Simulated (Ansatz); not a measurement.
**How fast states decay through Mg5SeS4**

Aim: relax a made-up compound, Mg5SeS4, and see how good a tunnel barrier it would be. It is built by putting Mg for Zn in the Zn5SeS4 structure of space group I-4m2, with the volume rescaled by atomic radii. The parent structure comes from the Materials Project.

Method: PBE DFT, plane waves, PAW files, in the first sound run; inputs show where later runs differ, in Ansatz 0.2.0.

The structure was built from a prototype and need not be the compound's stable phase.

## Step 1: The structure

Symmetry: I-4m2, No. 119, tetragonal system. The conventional cell has a = 4.044 Å, b = 4.044 Å, c = 28.592 Å, α = 90.00°, β = 90.00°, γ = 90.00°. Nearest to Mg lie 2 S at 2.46 Å and 2 Se at 2.55 Å. Nearest to Mg lie 4 S at 2.46 Å. Se has 4 Mg at 2.55 Å nearest. Nearest to S lie 4 Mg at 2.46 Å. S has 4 Mg at 2.46 Å nearest. It derives from Zn5SeS4. Mg for Zn in the Zn5SeS4 structure of space group I-4m2. Farther neighbours and most contacts between anions are not listed.

## Step 2: Relaxing the new crystal

The substituted atoms don't fit the parent's cell, so cell and atoms relax together. A small smearing keeps the run stable in case the gap closes on the way.

input.yaml

```yaml
crystal:
  lattice:
    - [-2.0220613597, 2.0220613597, 14.2958718579]
    - [2.0220613597, -2.0220613597, 14.2958718579]
    - [2.0220613597, 2.0220613597, -14.2958718579]
  atoms:
    - { symbol: Mg, position: [0.30440483, 0.30440483, 0.0] }
    - { symbol: Mg, position: [0.69559517, 0.69559517, 0.0] }
    - { symbol: Mg, position: [0.09769493, 0.09769493, 0.0] }
    - { symbol: Mg, position: [0.5, 0.5, 0.0] }
    - { symbol: Mg, position: [0.90230507, 0.90230507, 0.0] }
    - { symbol: Se, position: [0.25, 0.75, 0.5] }
    - { symbol: S, position: [0.64659232, 0.14659232, 0.5] }
    - { symbol: S, position: [0.04884743, 0.54884743, 0.5] }
    - { symbol: S, position: [0.45115257, 0.95115257, 0.5] }
    - { symbol: S, position: [0.85340768, 0.35340768, 0.5] }
kpoints:
  mp_grid: { grid: [8, 8, 8] }
scf:
  occupations: { method: gaussian, width: 0.03 }
hamiltonian:
  xc: pbe
output:
  forces: true
  stress: true
relax:
  f_tol: 0.02
  max_steps: 60
  cell: {}
```

Command:

```sh
$ ansatz run input.yaml --threads 2 --pin off --max-ram 4096MiB --backend cpu --events-out ev --progress --plain --runs-dir out
```

Numbers of over 12 decimals in the logs are rounded to 6 here.

The log of the run:

```text
basis.fft_grid_basis auto: the FFT boxes are laid along the combinations [[1, 0, 1], [0, 1, 1], [0, 0, 1]] of the cell's own vectors, 4.044, 4.044 and 14.579 Å long. The dense box has 30×30×100 points. Along the cell's own vectors, as sized, it would have 100×100×100, 11.11 times as many. Of the 8 symmetry operations that the crystal satisfies within crystal.symmetry.tolerance (time reversal apart; of a slab, those t [...]
Engine: ansatz 0.2.0, x86_64-unknown-linux-gnu
Pseudopotentials: kind: paw
Pseudopotential: Mg, paw, valence charge 10, recommended cutoff 420 eV (normal), Mg.paw.azcp
Pseudopotential: Se, paw, valence charge 16, recommended cutoff 420 eV (normal), Se.paw.azcp
Pseudopotential: S, paw, valence charge 6, recommended cutoff 420 eV (normal), S.paw.azcp
Functional definition: PBE
  parameter kappa = 0.804
  parameter beta = 0.066725
  exchange = pbe_x(kappa = kappa, mu = beta*pi^2/3)
  correlation = pbe_c(beta = beta)
Crystal: 10 atoms, lattice volume = 233.808 Å³
Basis set: ecut = 420 eV, 4587 PW (Γ), FFT grids on a1+a3, a2+a3, a3, exchange–correlation on 60×60×200 points (8 copies of the dense FFT grid, shifted against one another)
Bands: 55, of which v1, the nominal top of the filled ones, is band 45 counted from 1 (44 counted from 0)
Symmetry: 8 space group operations
Space group: I-4m2 (ITA 119), of the structure as read, at distance tolerance 6.2e-5 Å
k-points: 59 of 512 (time reversal used)
Non-local potential: Mg, projectors of the file, l = 0: 3, l = 1: 2, l = 2: 1
Non-local potential: Se, projectors of the file, l = 0: 2, l = 1: 2, l = 2: 3, l = 3: 1
Non-local potential: S, projectors of the file, l = 0: 2, l = 1: 2, l = 2: 2
PAW form: soft (Blöchl's): semilocal exchange-correlation on the pseudo side does not see the compensation charge
PAW one-centre angular grid: Mg, 110 points (default); XC on 64 Gauss nodes
PAW one-centre angular grid: Se, 590 points (default); XC on 64 Gauss nodes
PAW one-centre angular grid: S, 110 points (default); XC on 64 Gauss nodes
Initial density: superposition of atomic densities (neutral atoms: chi_scale 0, normalization atom), corrected by the library's trained network
Initial wavefunctions: pseudopotential atomic-orbital guess
Functional: x = pbe(κ = 0.804, μ = 0.219515), c = pbe(β = 0.066725)
SCF iter   1: F=—  HF=-18710.218996 eV  |F-HF|=—  |Δ(HF+E_count)|=         —  Δρ=4.47e-4  dr2=7.15e-4  ethr=1.77e-3  ⟨swp⟩=10.6  Hψ=15356  notcnv=0  defer=14
preconditioner: auto → Resta (q_TF=auto, 2.327 Å⁻¹)  ε∞=3.5  [insulator: Δε(μ)=2.963 eV  Ē_g=9.704 eV  σ=0.030 eV  W_gap=1.00  n_scr=54 (ndim 8)  ℏωp=15.4 eV  f_vac=0.034  D(μ)=0.00/eV (n_scr^D=0)  ε∞_Penn≈3.5]
SCF iter   2: F=—  HF=-18710.217920 eV  |F-HF|=—  |Δ(HF+E_count)|=   1.08e-3  Δρ=2.41e-4  dr2=1.73e-4  ethr=7.95e-7  ⟨swp⟩=2.4  Hψ=6628  notcnv=0  defer=95
SCF iter   3: F=—  HF=-18710.218049 eV  |F-HF|=—  |Δ(HF+E_count)|=   1.29e-4  Δρ=8.18e-5  dr2=2.09e-5  ethr=1.92e-7  ⟨swp⟩=2.0  Hψ=4182  notcnv=0  defer=95
SCF iter   4: F=—  HF=-18710.217990 eV  |F-HF|=—  |Δ(HF+E_count)|=   5.95e-5  Δρ=2.28e-5  dr2=2.07e-6  ethr=2.32e-8  ⟨swp⟩=2.0  Hψ=5375  notcnv=0  defer=95
SCF iter   5: F=—  HF=-18710.217993 eV  |F-HF|=—  |Δ(HF+E_count)|=   3.16e-6  Δρ=8.71e-6  dr2=3.05e-7  ethr=2.30e-9  ⟨swp⟩=2.0  Hψ=5375  notcnv=0  defer=95
SCF iter   6: F=-18710.217993 eV  HF=-18710.217993 eV  |F-HF|=5.24e-8  |Δ(HF+E_count)|=   1.33e-7  Δρ=3.98e-6  dr2=4.87e-8  ethr=1.11e-10  ⟨swp⟩=4.0  Hψ=11149  notcnv=0
SCF 1 converged in 6 iterations: F = -18710.217993 eV  dr2 = 4.87e-8
  greatest PAW one-centre occupation: 1.000 electrons in one spin orbital (limit 2), on the Mg atom at site 3 (counted from 0), in its partial waves of l = 0
relax step   1: F+E_penalty+E_count = -18710.21799286 eV  Δ(F+E_penalty+E_count) = +0.000e0 eV  max|allowed force component| = 1.340e-2 eV/Å  Δτ_max = 0.0000 Å  P = +1.064 GPa  Ω = 233.808 Å³  (6 SCF iters, dr2 threshold 1.00e-7 eV, accepted)
Crystal: 10 atoms, lattice volume = 237.426 Å³
Basis set: ecut = 420 eV, 4667 PW (Γ), FFT grids on a1+a3, a2+a3, a3, exchange–correlation on 60×60×200 points (8 copies of the dense FFT grid, shifted against one another)
Initial density: handed on by an earlier stage of this run
Initial wavefunctions: those handed on with the density
iter 1 solved again at ethr=2.10e-6 eV; its pass at ethr=3.10e-3 eV (dr2=1.89e-3 eV) is discarded
SCF iter   1: F=—  HF=-18710.232623 eV  |F-HF|=—  |Δ(HF+E_count)|=         —  Δρ=7.08e-4  dr2=1.75e-3  ethr=2.10e-6  ⟨swp⟩=2.4  Hψ=15225  notcnv=0
preconditioner: auto → Resta (q_TF=auto, 2.321 Å⁻¹)  ε∞=3.5  [insulator: Δε(μ)=2.900 eV  Ē_g=9.645 eV  σ=0.030 eV  W_gap=1.00  n_scr=54 (ndim 8)  ℏωp=15.2 eV  f_vac=0.042  D(μ)=0.00/eV (n_scr^D=0)  ε∞_Penn≈3.5]
SCF iter   2: F=—  HF=-18710.232213 eV  |F-HF|=—  |Δ(HF+E_count)|=   4.09e-4  Δρ=4.04e-4  dr2=5.69e-4  ethr=1.95e-6  ⟨swp⟩=2.3  Hψ=4009  notcnv=0
SCF iter   3: F=—  HF=-18710.232053 eV  |F-HF|=—  |Δ(HF+E_count)|=   1.60e-4  Δρ=8.63e-5  dr2=3.40e-5  ethr=6.33e-7  ⟨swp⟩=2.0  Hψ=4118  notcnv=0
SCF iter   4: F=—  HF=-18710.232074 eV  |F-HF|=—  |Δ(HF+E_count)|=   2.13e-5  Δρ=2.88e-5  dr2=2.90e-6  ethr=3.77e-8  ⟨swp⟩=2.0  Hψ=5605  notcnv=0
SCF iter   5: F=-18710.232077 eV  HF=-18710.232076 eV  |F-HF|=6.63e-7  |Δ(HF+E_count)|=   1.86e-6  Δρ=1.32e-5  dr2=3.94e-7  ethr=1.11e-9  ⟨swp⟩=4.0  Hψ=11150  notcnv=0
SCF 2 converged in 5 iterations: F = -18710.232077 eV  dr2 = 3.94e-7
relax step   2: F+E_penalty+E_count = -18710.23207665 eV  Δ(F+E_penalty+E_count) = -1.408e-2 eV  max|allowed force component| = 3.721e-2 eV/Å  Δτ_max = 0.0074 Å  P = +0.209 GPa  Ω = 237.426 Å³  energy of the carried Pulay correction = -9.102e-5 eV  (5 SCF iters, dr2 threshold 1.00e-6 eV, accepted)
Crystal: 10 atoms, lattice volume = 238.358 Å³
Basis set: ecut = 420 eV, 4669 PW (Γ), FFT grids on a1+a3, a2+a3, a3, exchange–correlation on 60×60×200 points (8 copies of the dense FFT grid, shifted against one another)
iter 1 solved again at ethr=3.01e-7 eV; its pass at ethr=3.10e-3 eV (dr2=2.71e-4 eV) is discarded
SCF iter   1: F=—  HF=-18710.233020 eV  |F-HF|=—  |Δ(HF+E_count)|=         —  Δρ=3.99e-4  dr2=2.79e-4  ethr=3.01e-7  ⟨swp⟩=2.7  Hψ=15776  notcnv=0
preconditioner: auto → Resta (q_TF=auto, 2.319 Å⁻¹)  ε∞=3.5  [insulator: Δε(μ)=2.894 eV  Ē_g=9.628 eV  σ=0.030 eV  W_gap=1.00  n_scr=54 (ndim 8)  ℏωp=15.2 eV  f_vac=0.041  D(μ)=0.00/eV (n_scr^D=0)  ε∞_Penn≈3.5]
SCF iter   2: F=—  HF=-18710.232996 eV  |F-HF|=—  |Δ(HF+E_count)|=   2.46e-5  Δρ=2.14e-4  dr2=8.36e-5  ethr=3.01e-7  ⟨swp⟩=1.0  Hψ=3245  notcnv=0
SCF iter   3: F=—  HF=-18710.232865 eV  |F-HF|=—  |Δ(HF+E_count)|=   1.31e-4  Δρ=3.25e-5  dr2=4.44e-6  ethr=9.29e-8  ⟨swp⟩=2.3  Hψ=5430  notcnv=0
SCF iter   4: F=—  HF=-18710.232867 eV  |F-HF|=—  |Δ(HF+E_count)|=   1.44e-6  Δρ=1.39e-5  dr2=8.17e-7  ethr=4.94e-9  ⟨swp⟩=2.0  Hψ=5605  notcnv=0
SCF iter   5: F=-18710.232867 eV  HF=-18710.232867 eV  |F-HF|=8.81e-8  |Δ(HF+E_count)|=   5.15e-7  Δρ=5.22e-6  dr2=8.58e-8  ethr=1.36e-10  ⟨swp⟩=3.0  Hψ=12907  notcnv=0
SCF 3 converged in 5 iterations: F = -18710.232867 eV  dr2 = 8.58e-8
relax step   3: F+E_penalty+E_count = -18710.23286722 eV  Δ(F+E_penalty+E_count) = -7.906e-4 eV  max|allowed force component| = 8.305e-3 eV/Å  Δτ_max = 0.0068 Å  P = +0.002 GPa  Ω = 238.358 Å³  energy of the carried Pulay correction = -1.142e-4 eV  (5 SCF iters, dr2 threshold 1.23e-7 eV, accepted)
Initial wavefunctions: pseudopotential atomic-orbital guess (no wavefunctions were taken with the density)
iter 1 solved again at ethr=6.43e-9 eV; its pass at ethr=3.10e-3 eV (dr2=5.79e-6 eV) is discarded
SCF iter   1: F=—  HF=-18710.230981 eV  |F-HF|=—  |Δ(HF+E_count)|=         —  Δρ=1.69e-4  dr2=1.57e-6  ethr=6.43e-9  ⟨swp⟩=4.0  Hψ=25922  notcnv=0
preconditioner: auto → Resta (q_TF=auto, 2.319 Å⁻¹)  ε∞=3.5  [insulator: Δε(μ)=2.888 eV  Ē_g=9.628 eV  σ=0.030 eV  W_gap=1.00  n_scr=54 (ndim 8)  ℏωp=15.2 eV  f_vac=0.040  D(μ)=0.00/eV (n_scr^D=0)  ε∞_Penn≈3.5]
SCF iter   2: F=—  HF=-18710.232399 eV  |F-HF|=—  |Δ(HF+E_count)|=   1.42e-3  Δρ=8.54e-5  dr2=4.05e-7  ethr=1.75e-9  ⟨swp⟩=2.0  Hψ=4335  notcnv=0
SCF iter   3: F=—  HF=-18710.232975 eV  |F-HF|=—  |Δ(HF+E_count)|=   5.76e-4  Δρ=6.79e-6  dr2=1.56e-8  ethr=4.50e-10  ⟨swp⟩=2.0  Hψ=4382  notcnv=0
SCF iter   4: F=—  HF=-18710.232979 eV  |F-HF|=—  |Δ(HF+E_count)|=   3.38e-6  Δρ=8.73e-7  dr2=3.59e-9  ethr=1.74e-11  ⟨swp⟩=2.0  Hψ=5605  notcnv=0
SCF iter   5: F=—  HF=-18710.232979 eV  |F-HF|=—  |Δ(HF+E_count)|=  4.87e-10  Δρ=5.07e-7  dr2=1.08e-9  ethr=3.99e-12  ⟨swp⟩=2.0  Hψ=5605  notcnv=0
SCF iter   6: F=-18710.232979 eV  HF=-18710.232979 eV  |F-HF|=2.15e-10  |Δ(HF+E_count)|=   5.58e-9  Δρ=1.36e-7  dr2=7.89e-11  ethr=1.00e-12  ⟨swp⟩=3.0  Hψ=12808  notcnv=0
SCF 4 converged in 6 iterations: F = -18710.232979 eV  dr2 = 7.89e-11
relax step   4: F+E_penalty+E_count = -18710.23297877 eV  Δ(F+E_penalty+E_count) = -1.116e-4 eV  max|allowed force component| = 8.315e-3 eV/Å  Δτ_max = 0.0000 Å  P = +0.002 GPa  Ω = 238.358 Å³  stress off target by 2.89e-3 GPa  SCF on the basis re-selected at this cell (its energy is not comparable with the rows above)  (6 SCF iters)
basis re-selected at this cell: Δ(F+E_penalty+E_count) = -1.116e-4 eV, ΔP = +0.000 GPa vs the last step (what re-selecting the basis moved, of the pressure what is left beyond the Pulay correction that the steps carried, after the strain that the cell walked since its last selection, with what the two solves' SCF thresholds leave and, on support functions, any second-order correction that the steps lacked; it is no m [...]
SCF converged after 6 iterations
Free energy (F): -18710.232979 eV
Harris-Foulkes:  -18710.232979 eV  (|F-HF|=2.15e-10)
Internal energy: -18710.232979 eV  (E = F + TS)
E sigma→0 (E₀):  -18710.232979 eV
Fermi energy:    4.936312 eV
--- Per-component energies (eV) ---
  E_band       = -2269.995686
  E_kinetic    = 930.060331
  E_local      = -12666.132093  (includes V_loc(G=0)·N_el)
  E_nonlocal   = -7.101205
  E_hartree    = 5026.664620
  E_xc         = -641.521915
  E_vxc        = -639.864797  (∫ρ·V_xc dr)
  E_paw        = -5774.437105  (= ΣΔE_a)
  E_vpaw       = 59.712992  (= ΣTr[D̂ρ^β])
  E_aug_tail   = -0.000578  (compensation charges beyond the density's cutoff)
  E_ewald      = -5577.765033
  E_smearing   = -0.000000  (= −TS)
  E_closure    = -0.000000  (closes the sum)
  Σ components = -18710.232979   (vs F -18710.232979, Δ=0.00e0)
--- Forces (eV/Å), atoms counted from 1 ---
  atom   1  Mg    -0.00000000    -0.00000000     0.00831542
  atom   2  Mg    -0.00000000    -0.00000000    -0.00831542
  atom   3  Mg    -0.00000000    -0.00000000     0.00087224
  atom   4  Mg    -0.00000000    -0.00000000     0.00000000
  atom   5  Mg    -0.00000000    -0.00000000    -0.00087224
  atom   6  Se     0.00000000     0.00000000     0.00000000
  atom   7  S      0.00000000     0.00000000    -0.00005727
  atom   8  S      0.00000000     0.00000000     0.00014670
  atom   9  S      0.00000000    -0.00000000    -0.00014670
  atom  10  S      0.00000000     0.00000000     0.00005727
  max |Σ_I F_I| component: 1.39e-16 eV/Å
--- Stress (GPa, compression-positive) ---
        0.002886      -0.000000       0.000000
       -0.000000       0.002886      -0.000000
        0.000000      -0.000000       0.000123
  P = ⅓ Tr σ = 0.0020 GPa (0.020 kbar)
--- Relaxed structure (3 steps of the walk, 3 accepted, 1 SCFs on fresh bases) ---
  F+E_penalty+E_count = -18710.23297877 eV   max|allowed force component| = 8.315e-3 eV/Å   (the final SCF, on the basis selected at the relaxed cell)
  cell:  # Å, volume = 238.3577 Å³
    - [-2.036213, 2.036213, 14.372194]
    - [2.036213, -2.036213, 14.372194]
    - [2.036213, 2.036213, -14.372194]
  atoms:
    - { symbol: Mg, position: [0.304409, 0.304409, 9.278725935402e-19] }
    - { symbol: Mg, position: [0.695591, 0.695591, 2.123037806935208e-18] }
    - { symbol: Mg, position: [0.097590, 0.097590, 3.1834568831572253e-19] }
    - { symbol: Mg, position: [0.500000, 0.500000, 1.5254552002377011e-18] }
    - { symbol: Mg, position: [0.902410, 0.902410, 2.7325647121596858e-18] }
    - { symbol: Se, position: [0.250000, 0.75, 0.500000] }
    - { symbol: S, position: [0.646480, 0.146480, 0.5] }
    - { symbol: S, position: [0.048800, 0.548800, 0.5] }
    - { symbol: S, position: [0.451200, 0.951200, 0.5] }
    - { symbol: S, position: [0.853520, 0.353520, 0.5] }
```

Run time: 61 s. Hardware: 2 threads of Intel Xeon 6975P-C (Granite Rapids), shared host; peak memory 0.86 GiB; 2 min of CPU time.

The steps of the relaxation:

```
step  energy less that of the first step (eV)  largest force component (eV/Å)  pressure (GPa)  volume (Å³)
   1                                   0.0000                          0.0134            1.06       233.81
   2                                  -0.0141                          0.0372            0.21       237.43
   3                                  -0.0149                          0.0083            0.00       238.36
  4*                                  -0.0150                          0.0083            0.00       238.36
```

Relaxation steps marked * repeat the geometry before them on a plane-wave basis chosen anew for their cell, so energy and pressure can jump there.

The run keeps the 8 symmetry operations that it works with, so distortions that break them were not tested.

```
conventional cell, symmetrised  before   after  change
                         a (Å)   4.044   4.072  +0.7 %
                         b (Å)   4.044   4.072  +0.7 %
                         c (Å)  28.592  28.744  +0.5 %
              volume (Å³/atom)   23.38   23.84  +1.9 %
```

Numbers from this step:

```yaml
free_energy: -18710.2330 eV
fermi_energy: 4.936 eV
pressure: 0.001965 GPa
```

The largest force component on a free atom ends at 0.0083 eV/Å.

(Continued in part 2 of 3.)

[Logs are printed without paths, hosts, clocks, repeated set-up lines and the standing remarks that a program may print on its own settings, such as how far it seeks lower states.]

[Hosts, paths, dates, database ids (printed as entryN), source tags and the programs' standing remarks are cut or masked in the printed files.]
